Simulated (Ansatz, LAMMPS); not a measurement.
# Gap against volume in amorphous poly(ether ketone) (as short chains C41O6H30), from a frame at 400 K, (154 atoms)

Density of this cell: 1.24 g/cm³. The cell holds 154 atoms: 82 C, 12 O and 60 H. Its edges and angles: a = 12.005 Å, b = 12.498 Å, c = 11.010 Å, α = 89.3°, β = 89.6°, γ = 88.1°. The starting structure: 2 poly(ether ketone) chains of 3 units with methyl end groups placed at random, at 1.15 g/cm³; overlaps pushed apart, then 20 ps at 800 K with MMFF94 bonds, angles, torsions, charges and radii (Halgren, J. Comput. Chem. 17, 490 (1996)) in harmonic and 12-6 forms. Snapshot after 30 ps at 400 K and fixed volume.

Calculated with Ansatz 0.2.0: Kohn-Sham DFT, PBE+D4, PAW (set soft_2), plane waves; cutoff 420 eV, Γ point, fermi-dirac smearing of 0.025 eV. The relaxed cell was scaled evenly and the atoms were relaxed at each volume. The gap is that between the highest filled and the lowest empty Kohn-Sham level on the run's k-points.

```
volume (Å³/atom)  gap (eV)
          9.6482               2.418
          10.077                   ?
          10.399               2.497
          10.720               2.527
          11.042               2.545
          11.363               2.557
```

**Question.** Fit a straight line in ln V to the rows given and interpolate to the withheld row.

**Working.**

A volume deformation potential makes the spacing linear in u = ln(V/V0), with V0 = 10.720 Å³ the relaxed volume; v is the spacing.

```
u = ln(V/V0)  v (eV)
   -0.105360  2.4185
  -0.0304596  2.4974
           0  2.5274
   0.0295578  2.5447
   0.0582688  2.5567
```

With n = 5: mean u = -0.00959863, mean v = 2.50894, Σ(u − ū)² = 0.015837, Σ(u − ū)(v − v̄) = 0.013720. Slope b = 0.013720 / 0.015837 = 0.86635; intercept a = v̄ − b ū = 2.5173.

At the withheld volume u = -0.06188, and v = a + b u.

Prediction at 10.077: 2.464 eV. The run gave 2.478 eV, so the fit is low by 0.015 eV (0.59 % of the value).

The slope, +0.87 eV, says that the spacing widens on expansion. Among the rows given, the largest miss of the fit is at 11.363, by 0.011 eV (8.0 % of the range of the table).

Limits: The table spans 16 % in volume, wide for a linear law. Semilocal functionals tend to put gaps under measured ones. Only the Γ point is sampled. Atoms move by up to 1.2 Å in these relaxations, so the structure changes along the series. Defect or tail levels can set the spacing of a disordered cell.

[Logs are printed without paths, hosts, clocks, repeated set-up lines and the standing remarks that a program may print on its own settings, such as how far it seeks lower states.]

[Hosts, paths, dates, database ids (printed as entryN), source tags and the programs' standing remarks are cut or masked in the printed files.]

[The MMFF94 radii named for the starting cell were scaled by 0.96; in molecules described by MMFF94, hydrogen bound to N, O or S took a small fixed 12-6 site in their place.]
